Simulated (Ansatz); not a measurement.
# What LiMgF3 (model cell, started as cubic perovskite with Mg in the octahedra) distorts into, part 2 of 3

Aim: this structure of LiMgF3 (model cell, started as cubic perovskite with Mg in the octahedra) is to be tested for unstable modes, and one is followed downhill.

Ansatz 0.2.0; DFT PBEsol, scalar-relativistic, plane waves, PAW; PAW set soft_1.

So far, highest frequency on the path or at a solved wavevector (cm⁻¹): step 2 (phonons on a q mesh) 663. Also lowest frequency on the path (cm⁻¹): step 2 -228.

The structure was built from a prototype and need not be the compound's stable phase.

## (5) Energy along the mode, all amplitudes (two of the runs are shown above)

An imaginary frequency means negative curvature, so the energy should fall and then rise again as anharmonic terms take over.

Numbers from this step:

```
depth at the lowest point sampled  : 45.90 meV/atom
largest atomic shift at that point : 0.6 Å
```

Table of energy from the parent by largest atomic shift:

| largest atomic shift (Å) | energy from the parent (meV/atom) |
| --- | --- |
| 0.000 | 0 |
| 0.040 | -0.258 |
| 0.080 | -1.03 |
| 0.140 | -3.14 |
| 0.220 | -7.64 |
| 0.320 | -15.7 |
| 0.450 | -29.3 |
| 0.600 | -45.9 |

Displacement at unit largest shift by atom:

| atom | x (Å) | y (Å) | z (Å) | size |
| --- | --- | --- | --- | --- |
| Li1 | 0.000 | -0.707 | -0.707 | 1.000 |
| Mg2 | 0.000 | -0.022 | -0.022 | 0.031 |
| F3 | 0.000 | 0.139 | 0.008 | 0.139 |
| F4 | 0.000 | 0.008 | 0.139 | 0.139 |
| F5 | 0.000 | 0.139 | 0.139 | 0.197 |

The lowest of the steps tried is the last one, at 0.6 Å, 45.9 meV/atom below the parent; the bottom of the well need not coincide with a step.

## (6) Relaxing from the distorted cell

Starting from the lowest point found, all atoms and the cell are let go, so that strain and other modes of the same symmetry can join in.

input.yaml

```yaml
crystal:
  lattice:
    - [3.8727366541, 0.0, 0.0]
    - [0.0, 3.8727366541, 0.0]
    - [0.0, 0.0, 3.8727366541]
  atoms:
    - { symbol: Li, position: [0.0, -0.1095514895, -0.1095514895] }
    - { symbol: Mg, position: [0.5, 0.4966655169, 0.4966655169] }
    - { symbol: F, position: [0.5, 0.5215022491, 0.0012798526] }
    - { symbol: F, position: [0.5, 0.0012798526, 0.5215022491] }
    - { symbol: F, position: [0.0, 0.5215022491, 0.5215022491] }
kpoints:
  mp_grid: { grid: [8, 8, 8] }
hamiltonian:
  xc: pbesol
  pseudopotentials: { kind: paw, azcp: { folder: soft_1 }, xc_functional: pbe }
scf:
  occupations: { method: fixed }
output:
  forces: true
  stress: true
  eigenvalues: true
relax:
  adjacent_minimum: "off"
  f_tol: 0.002
  max_steps: 120
  cell: { stress_tol: 0.03 }
```

Launch:

```console
ansatz run input.yaml --threads 8 --pin off --max-ram 16384MiB --backend cpu --events-out ev --progress --plain --runs-dir out
```

Numbers of over 12 decimals in the logs are rounded to 6 here.

What it wrote:

```text
[...]
Crystal: 5 atoms, lattice volume = 58.084 Å³
Basis set: ecut = 420 eV, 1141 PW (Γ), exchange–correlation on 54×54×54 points (8 copies of the dense FFT grid, shifted against one another)
Bands: 22, of which v1, the nominal top of the filled ones, is band 17 counted from 1 (16 counted from 0)
Symmetry: 4 space group operations
[...]
k-points: 105 of 512 (time reversal used)
[...]
SCF iter   1: F=—  HF=-4525.037523 eV  |F-HF|=—  |Δ(HF+E_count)|=         —  Δρ=1.01e-1  dr2=4.23e0  ethr=3.10e-3  ⟨swp⟩=4.8  Hψ=10116  notcnv=0  defer=301
[...]
SCF iter   9: F=-4523.669460 eV  HF=-4523.669460 eV  |F-HF|=7.53e-8  |Δ(HF+E_count)|=   1.28e-6  Δρ=6.54e-6  dr2=2.02e-8  ethr=2.94e-10  ⟨swp⟩=10.8  Hψ=11949  notcnv=0
SCF 1 converged in 9 iterations: F = -4523.669460 eV  dr2 = 2.02e-8
[...]
relax step   1: F+E_penalty+E_count = -4523.66945971 eV  Δ(F+E_penalty+E_count) = +0.000e0 eV  max|allowed force component| = 2.810e-1 eV/Å  Δτ_max = 0.0000 Å  P = +0.979 GPa  Ω = 58.084 Å³  (9 SCF iters, dr2 threshold 1.00e-7 eV, accepted)
Crystal: 5 atoms, lattice volume = 58.611 Å³
Basis set: ecut = 420 eV, 1165 PW (Γ), exchange–correlation on 54×54×54 points (8 copies of the dense FFT grid, shifted against one another)
[...]
iter 1 solved again at ethr=3.10e-5 eV; its pass at ethr=3.10e-3 eV (dr2=1.05e-2 eV) is discarded
[...]
SCF iter   6: F=-4523.711361 eV  HF=-4523.711361 eV  |F-HF|=2.67e-7  |Δ(HF+E_count)|=   1.33e-6  Δρ=2.12e-5  dr2=1.72e-7  ethr=1.47e-9  ⟨swp⟩=9.0  Hψ=12058  notcnv=0
SCF 2 converged in 6 iterations: F = -4523.711361 eV  dr2 = 1.72e-7
relax step   2: F+E_penalty+E_count = -4523.71136104 eV  Δ(F+E_penalty+E_count) = -4.190e-2 eV  max|allowed force component| = 2.436e-1 eV/Å  Δτ_max = 0.0708 Å  P = +0.508 GPa  Ω = 58.611 Å³  energy of the carried Pulay correction = -1.233e-3 eV  (6 SCF iters, dr2 threshold 5.00e-7 eV, accepted)
Crystal: 5 atoms, lattice volume = 59.315 Å³
Basis set: ecut = 420 eV, 1173 PW (Γ), exchange–correlation on 54×54×54 points (8 copies of the dense FFT grid, shifted against one another)
[...]
SCF iter   7: F=-4523.743280 eV  HF=-4523.743279 eV  |F-HF|=8.44e-7  |Δ(HF+E_count)|=   4.80e-6  Δρ=1.25e-5  dr2=1.29e-7  ethr=1.47e-9  ⟨swp⟩=9.7  Hψ=11822  notcnv=0
SCF 3 converged in 7 iterations: F = -4523.743280 eV  dr2 = 1.29e-7
relax step   3: F+E_penalty+E_count = -4523.74328007 eV  Δ(F+E_penalty+E_count) = -3.192e-2 eV  max|allowed force component| = 3.125e-1 eV/Å  Δτ_max = 0.1953 Å  P = +1.241 GPa  Ω = 59.315 Å³  energy of the carried Pulay correction = -2.861e-3 eV  (7 SCF iters, dr2 threshold 5.00e-7 eV, accepted)
[... from here on, the SCF cycles and remarks between the steps are left out ...]
relax step   4: F+E_penalty+E_count = -4523.76181708 eV  Δ(F+E_penalty+E_count) = -1.854e-2 eV  max|allowed force component| = 9.280e-2 eV/Å  Δτ_max = 0.0671 Å  P = -0.291 GPa  Ω = 59.759 Å³  energy of the carried Pulay correction = -3.876e-3 eV  (6 SCF iters, dr2 threshold 5.00e-7 eV, accepted)
relax step   5: F+E_penalty+E_count = -4523.75441933 eV  Δ(F+E_penalty+E_count) = +7.398e-3 eV  max|allowed force component| = 3.095e-1 eV/Å  Δτ_max = 0.0472 Å  P = +0.260 GPa  Ω = 59.740 Å³  energy of the carried Pulay correction = -3.833e-3 eV  (6 SCF iters, dr2 threshold 5.00e-7 eV, rejected (line search))
relax step   6: F+E_penalty+E_count = -4523.76601297 eV  Δ(F+E_penalty+E_count) = -4.196e-3 eV  max|allowed force component| = 1.753e-2 eV/Å  Δτ_max = 0.0180 Å  P = -0.115 GPa  Ω = 59.811 Å³  energy of the carried Pulay correction = -3.996e-3 eV  (10 SCF iters, accepted)
relax step   7: F+E_penalty+E_count = -4523.76630458 eV  Δ(F+E_penalty+E_count) = -2.916e-4 eV  max|allowed force component| = 1.532e-2 eV/Å  Δτ_max = 0.0060 Å  P = +0.071 GPa  Ω = 59.710 Å³  energy of the carried Pulay correction = -3.765e-3 eV  (5 SCF iters, dr2 threshold 6.87e-8 eV, accepted)
relax step   8: F+E_penalty+E_count = -4523.76622482 eV  Δ(F+E_penalty+E_count) = +7.975e-5 eV  max|allowed force component| = 4.822e-3 eV/Å  Δτ_max = 0.0018 Å  P = +0.002 GPa  Ω = 59.764 Å³  energy of the carried Pulay correction = -3.888e-3 eV  (5 SCF iters, dr2 threshold 3.61e-8 eV, accepted)
relax step   9: F+E_penalty+E_count = -4523.76623296 eV  Δ(F+E_penalty+E_count) = -8.138e-6 eV  max|allowed force component| = 1.060e-4 eV/Å  Δτ_max = 0.0007 Å  P = -0.000 GPa  Ω = 59.762 Å³  energy of the carried Pulay correction = -3.884e-3 eV  (5 SCF iters, dr2 threshold 1.45e-9 eV, accepted)
relax step  10: F+E_penalty+E_count = -4523.77403909 eV  Δ(F+E_penalty+E_count) = -7.806e-3 eV  max|allowed force component| = 5.030e-4 eV/Å  Δτ_max = 0.0000 Å  P = +0.240 GPa  Ω = 59.762 Å³  stress off target by 5.72e-1 GPa  SCF on the basis re-selected at this cell (its energy is not comparable with the rows above)  (8 SCF iters)
relax step  11: F+E_penalty+E_count = -4523.77410570 eV  Δ(F+E_penalty+E_count) = -6.662e-5 eV  max|allowed force component| = 4.150e-3 eV/Å  Δτ_max = 0.0077 Å  P = -0.026 GPa  Ω = 60.034 Å³  energy of the carried Pulay correction = -6.241e-4 eV  (5 SCF iters, dr2 threshold 5.00e-7 eV, accepted)
relax step  12: F+E_penalty+E_count = -4523.77417331 eV  Δ(F+E_penalty+E_count) = -6.761e-5 eV  max|allowed force component| = 1.338e-3 eV/Å  Δτ_max = 0.0010 Å  P = +0.002 GPa  Ω = 60.011 Å³  energy of the carried Pulay correction = -5.705e-4 eV  (4 SCF iters, dr2 threshold 1.44e-8 eV, accepted)
relax step  13: F+E_penalty+E_count = -4523.77479201 eV  Δ(F+E_penalty+E_count) = -6.187e-4 eV  max|allowed force component| = 1.269e-3 eV/Å  Δτ_max = 0.0000 Å  P = +0.008 GPa  Ω = 60.011 Å³  stress off target by 3.77e-2 GPa  SCF on the basis re-selected at this cell (its energy is not comparable with the rows above)  (7 SCF iters)
relax step  14: F+E_penalty+E_count = -4523.77477181 eV  Δ(F+E_penalty+E_count) = +2.020e-5 eV  max|allowed force component| = 7.676e-4 eV/Å  Δτ_max = 0.0008 Å  P = +0.000 GPa  Ω = 60.024 Å³  energy of the carried Pulay correction = -2.782e-5 eV  (6 SCF iters, dr2 threshold 3.54e-9 eV, accepted)
[...]
SCF iter   6: F=-4523.774796 eV  HF=-4523.774796 eV  |F-HF|=2.18e-11  |Δ(HF+E_count)|=   1.64e-9  Δρ=1.16e-7  dr2=2.54e-12  ethr=1.00e-12  ⟨swp⟩=12.0  Hψ=13376  notcnv=0
SCF 15 converged in 6 iterations: F = -4523.774796 eV  dr2 = 2.54e-12
relax step  15: F+E_penalty+E_count = -4523.77479592 eV  Δ(F+E_penalty+E_count) = -2.411e-5 eV  max|allowed force component| = 7.555e-4 eV/Å  Δτ_max = 0.0000 Å  P = +0.000 GPa  Ω = 60.024 Å³  stress off target by 6.98e-3 GPa  SCF on the basis re-selected at this cell (its energy is not comparable with the rows above)  (6 SCF iters)
[...]
SCF converged after 6 iterations
Free energy (F): -4523.774796 eV
[...]
Internal energy: -4523.774796 eV  (E = F + TS)
E sigma→0 (E₀):  -4523.774796 eV
Fermi energy:    0.636033 eV
[...]
--- Forces (eV/Å), atoms counted from 1 ---
  atom   1  Li    -0.00000000    -0.00015101    -0.00015101
  atom   2  Mg    -0.00000000    -0.00075313    -0.00075313
  atom   3  F     -0.00000000     0.00043452     0.00002269
  atom   4  F      0.00000000     0.00002269     0.00043452
  atom   5  F     -0.00000000     0.00045876     0.00045876
  max |Σ_I F_I| component: 1.18e-5 eV/Å
--- Stress (GPa, compression-positive) ---
        0.002882       0.000000      -0.000000
        0.000000      -0.001037       0.005948
       -0.000000       0.005948      -0.001037
  P = ⅓ Tr σ = 0.0003 GPa (0.003 kbar)
--- Band table (eV; the first three rows and the last of 105) ---
  k-point 0: bands = [... 13 lower, -0.2040, -0.1821, -0.1300, 0.2939, 6.6552, 12.5250, 12.9619, 14.5579, ... 1 higher]
  k-point 1: bands = [... 13 lower, -0.2594, -0.1942, -0.1789, 0.2104, 6.8719, 12.2774, 13.0097, 14.5009, ... 1 higher]
  k-point 2: bands = [... 13 lower, -0.3996, -0.2867, -0.1724, 0.0401, 7.4474, 11.4851, 13.4022, 14.3693, ... 1 higher]
  k-point 104: bands = [... 13 lower, -0.5623, 0.1148, 0.2988, 0.6360, 9.9027, 12.6492, 12.7854, 13.4941, ... 1 higher]
--- Relaxed structure (12 steps of the walk, 11 accepted, 3 SCFs on fresh bases) ---
  F+E_penalty+E_count = -4523.77479592 eV   max|allowed force component| = 7.555e-4 eV/Å   (the final SCF, on the basis selected at the relaxed cell)
  cell:  # Å, volume = 60.0239 Å³
    - [3.834488, 0, 0]
    - [0, 3.958273, 0.119320]
    - [0, 0.119320, 3.958273]
  atoms:
    - { symbol: Li, position: [0, -0.151705, -0.151705] }
    - { symbol: Mg, position: [0.500000, 0.498411, 0.498411] }
    - { symbol: F, position: [0.500000, 0.549369, 0.00777218] }
    - { symbol: F, position: [0.500000, 0.00777218, 0.549369] }
    - { symbol: F, position: [0, 0.527552, 0.527552] }
```

Elapsed: 17 s, on 8 threads of INTEL XEON PLATINUM 8581C at 2.30GHz (Emerald Rapids), shared host; peak memory 0.59 GiB.

The steps of the relaxation:

| step | energy less that of the first step (eV) | largest force component (eV/Å) | pressure (GPa) | volume (Å³) |
| --- | --- | --- | --- | --- |
| 1 | 0.0000 | 0.2810 | 0.98 | 58.08 |
| 2 | -0.0419 | 0.2436 | 0.51 | 58.61 |
| 3 | -0.0738 | 0.3125 | 1.24 | 59.32 |
| 4 | -0.0924 | 0.0928 | -0.29 | 59.76 |
| 5 | -0.0850 | 0.3095 | 0.26 | 59.74 |
| 6 | -0.0966 | 0.0175 | -0.12 | 59.81 |
| 7 | -0.0968 | 0.0153 | 0.07 | 59.71 |
| 8 | -0.0968 | 0.0048 | 0.00 | 59.76 |
| 9 | -0.0968 | 0.0001 | 0.00 | 59.76 |
| 10* | -0.1046 | 0.0005 | 0.24 | 59.76 |
| 11 | -0.1046 | 0.0042 | -0.03 | 60.03 |
| 12 | -0.1047 | 0.0013 | 0.00 | 60.01 |
| 13* | -0.1053 | 0.0013 | 0.01 | 60.01 |
| 14 | -0.1053 | 0.0008 | 0.00 | 60.02 |
| 15* | -0.1053 | 0.0008 | 0.00 | 60.02 |

Relaxation steps marked * repeat the geometry before them on a plane-wave basis chosen anew for their cell, so energy and pressure can jump there. Relaxation step 5 was tried and not accepted.

The run keeps the 4 symmetry operations that it works with, so distortions that break them were not tested.

| conventional cell, symmetrised | before | after | change |
| --- | --- | --- | --- |
| a (Å) | 3.873 | 3.834 | -1.0 % |
| b (Å) | 5.477 | 5.429 | -0.9 % |
| c (Å) | 5.477 | 5.767 | +5.3 % |
| volume (Å³/atom) | 11.62 | 12.00 | +3.3 % |

The atoms that moved most (Å, as changes of fractional coordinates times the final cell):

```
atom     dx      dy      dz  length
 Li1  0.000  -0.172  -0.172   0.243
  F3  0.000   0.111   0.029   0.115
  F4  0.000   0.029   0.111   0.115
  F5  0.000   0.025   0.025   0.035
 Mg2  0.000   0.007   0.007   0.010
```

Numbers from this step:

```yaml
pressure: 2.69e-4 GPa
gap_on_the_k_mesh: 6.019 eV
volume_per_atom: 12.00 Å³
```

The distorted start has space group Amm2; the relaxation ends in Amm2.

## (7) The new phase in its own primitive cell

The relaxed structure is symmetrised, reduced to its primitive cell and relaxed tightly, as its phonons need.

input.yaml, the sections that differ from step 6:

```yaml
crystal:
  lattice:
    - [3.8344878662, 0.0, 0.0]
    - [0.0, 2.7145495594, 2.8832940541]
    - [0.0, -2.7145495594, 2.8832940541]
  atoms:
    - { symbol: Li, position: [0.0, 0.8482950162, 0.8482950162] }
    - { symbol: Mg, position: [0.5, 0.4984108147, 0.4984108147] }
    - { symbol: F, position: [0.5, 0.5493688067, 0.007772183] }
    - { symbol: F, position: [0.5, 0.007772183, 0.5493688067] }
    - { symbol: F, position: [0.0, 0.5275515576, 0.5275515576] }
kpoints:
  mp_grid: { grid: [6, 6, 6] }
relax:
  adjacent_minimum: "off"
  f_tol: 0.001
  max_steps: 60
  cell: { stress_tol: 0.01 }
# hamiltonian, scf, output: as in step 6
```

What it wrote:

```text
[...]
Crystal: 5 atoms, lattice volume = 60.024 Å³
Basis set: ecut = 420 eV, 1205 PW (Γ), exchange–correlation on 54×54×54 points (8 copies of the dense FFT grid, shifted against one another)
Bands: 22, of which v1, the nominal top of the filled ones, is band 17 counted from 1 (16 counted from 0)
Symmetry: 4 space group operations
[...]
k-points: 52 of 216 (time reversal used)
[...]
cell:  # Å, volume = 60.0239 Å³
    - [3.834512, 0.0, 0.0]
    - [0.0, 2.714344, 2.883493]
    - [0.0, -2.714344, 2.883493]
  atoms:
    - { symbol: Li, position: [0.0, 0.848279, 0.848279] }
    - { symbol: Mg, position: [0.5, 0.498412, 0.498412] }
    - { symbol: F, position: [0.5, 0.549377, 0.00776848] }
    - { symbol: F, position: [0.5, 0.00776848, 0.549377] }
    - { symbol: F, position: [0.0, 0.527561, 0.527561] }
[key lines of the parts left out:]
SCF converged after 10 iterations
Free energy (F): -4523.774812 eV
Fermi energy:    0.636274 eV
P = ⅓ Tr σ = 0.0005 GPa (0.005 kbar)
```

It took 2 s on 8 threads; peak memory 0.52 GiB; 13 s of CPU time.

Little changed from the start: no atom moved by 0.005 Å and no cell edge by 0.1 %.

This step gave:

| Quantity | Value |
| --- | --- |
| pressure | 4.50e-4 GPa |
| direct gap on mesh | 6.361 eV |

The largest force component left is 0.92 meV/Å and the pressure is 0.000 GPa, within the tolerances set. The cell now holds 12.00 Å³/atom.

(Part 2 of 3 ends here.)

[Logs are printed without paths, hosts, clocks, repeated set-up lines and the standing remarks that a program may print on its own settings, such as how far it seeks lower states.]

[Hosts, paths, dates, database ids (printed as entryN), source tags and the programs' standing remarks are cut or masked in the printed files.]
